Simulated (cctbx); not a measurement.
# What resolution and counting buy: TbDyCrGe4

Space group Amm2 (no. 38), a = 4.3170 Å, b = 4.2760 Å, c = 15.6550 Å, α = 90.00°, β = 90.00°, γ = 90.00°.

```
atom  mult.    x    y       z  Ueq (Å²)
 Dy1      2    0  1/2  0.1017    0.0108
 Tb1      2  1/2    0  0.3986    0.0142
 Ge1      2    0    0  0.2512    0.0113
 Ge2      2  1/2  1/2  0.2629    0.0186
 Ge3      2    0  1/2  0.4373    0.0175
 Ge4      2  1/2    0  0.0523    0.0122
 Cr1      2  1/2    0  0.2057    0.0135
```

This is a model crystal, built by substitution and not relaxed, with assumed displacement parameters.

Five simulated data sets (cctbx; Ag Kα, λ = 0.56087 Å; 3 % proportional error) differ in resolution or exposure (noise floor 15 counts in the first three, 8 in the last two). Each is refined with the right model, isotropic at 1.1 Å and anisotropic otherwise. How do the figures of merit and the uncertainties move?

```
d min (Å)  top counts  ⟨I/σ⟩ (unmerged, absences included)  unique  param. (scale apart)   Rint      R1  GooF  largest s.u. xyz (fractional)  s.u. U of Cr1 (Å²)  largest error (Å)
      1.1        5000                                  5.5     157                    14  0.041  0.0226  0.92                        0.00048              0.0019             0.0097
     0.84        5000                                  4.7     330                    28  0.044  0.0260  0.93                        0.00036              0.0024             0.0202
      0.6        5000                                  3.2     852                    28  0.073  0.0368  0.96                        0.00027              0.0014             0.0038
     0.75         300                                  0.9     454                    28  0.281  0.0818  0.92                        0.00199              0.0114             0.0460
     0.75        3000                                  3.9     454                    28  0.054  0.0285  0.92                        0.00034              0.0020             0.0072
```

The number of reflections grows roughly as 1/d³: 157, 330 and 852 here. R1 follows the noise rather than the truth: at 300 counts it is 0.0818, at 3000 counts 0.0285, while GooF is 0.92 and 0.92: the weights 1/σ² carry the noise. The s.u. of U (U11 where anisotropic) for Cr1 goes 0.0019, 0.0024, 0.0014 Å² with resolution and 0.0114, 0.0020 Å² with exposure.

Hardware for the 0.6 Å refinement: 0.44 s on 1 thread of Arm Neoverse V2, with other jobs on the host, peak memory 0.09 GiB.

[Logs are printed without paths, hosts, clocks, repeated set-up lines and the standing remarks that a program may print on its own settings, such as how far it seeks lower states.]
